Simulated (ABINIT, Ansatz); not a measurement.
An input for ABINIT 10.8.3 (Rb2NaYF6 (Fm-3m)):

```
acell 3*1.0 Angstrom
rprim 
  -0.000000000000 4.447500000000 4.447500000000
  4.447500000000 -0.000000000000 4.447500000000
  4.447500000000 4.447500000000 -0.000000000000
ntypat 4
znucl 37 11 39 9
natom 10
typat 1 1 2 3 4 4 4 4 4 4
xred 
  0.250000000000 0.250000000000 0.250000000000
  0.750000000000 0.750000000000 0.750000000000
  0.500000000000 0.500000000000 0.500000000000
  0.000000000000 -0.000000000000 -0.000000000000
  0.756000000000 0.244000000000 0.244000000000
  0.244000000000 0.756000000000 0.244000000000
  0.244000000000 0.756000000000 0.756000000000
  0.756000000000 0.244000000000 0.756000000000
  0.244000000000 0.244000000000 0.756000000000
  0.756000000000 0.756000000000 0.244000000000
pp_dirpath "pseudos"
pseudos "Rb.upf, Na.upf, Y.upf, F.upf"
ecut 38
ngkpt 2 2 2
nshiftk 1
shiftk 0 0 0
kptopt 1
chksymbreak 0
istwfk *1
occopt 1
irdwfk 1
optdriver 4
nband 187
gwcalctyp 2
ecutsigx 38
symsigma 1
nkptgw 1
kptgw 
  0.0000000000 0.0000000000 0.0000000000
bdgw 
  38 44
ecuteps 5.2
irdscr 1
gwmem 01
indata_prefix "in"
outdata_prefix "out"
tmpdata_prefix "tmp"
```

```sh
OMP_NUM_THREADS=1 mpirun -n 8 abinit run.abi > log
```

Q: Estimate wall time and host memory on 8 MPI ranks of Intel Xeon Platinum 8259CL at 2.50GHz (Skylake/Cascade Lake), shared host.

It took 19 s; on shared hardware allow 9.4 s to 38 s. Peak host memory was 3.6 GiB.

[Paths, hosts, dates, memory and timing lines, banners, echoed tables and standing remarks are left out of the program output.]

[Logs are printed without paths, hosts, clocks, repeated set-up lines and the standing remarks that a program may print on its own settings, such as how far it seeks lower states.]

[Runs of the session that timed out or met a known fault of the program may be left out.]

[Hosts, paths, dates, database ids (printed as entryN), source tags and the programs' standing remarks are cut or masked in the printed files.]

[G0W0 gaps are taken among the corrected bands and points alone; a level outside them can change the order at an edge.]

[Where Ansatz stands beside ABINIT at settings called matched, ABINIT's density can come from a denser mesh and the files from another edition; pairs whose starting gaps differed by over 0.03 eV were left out, so agreement reads better than it is.]
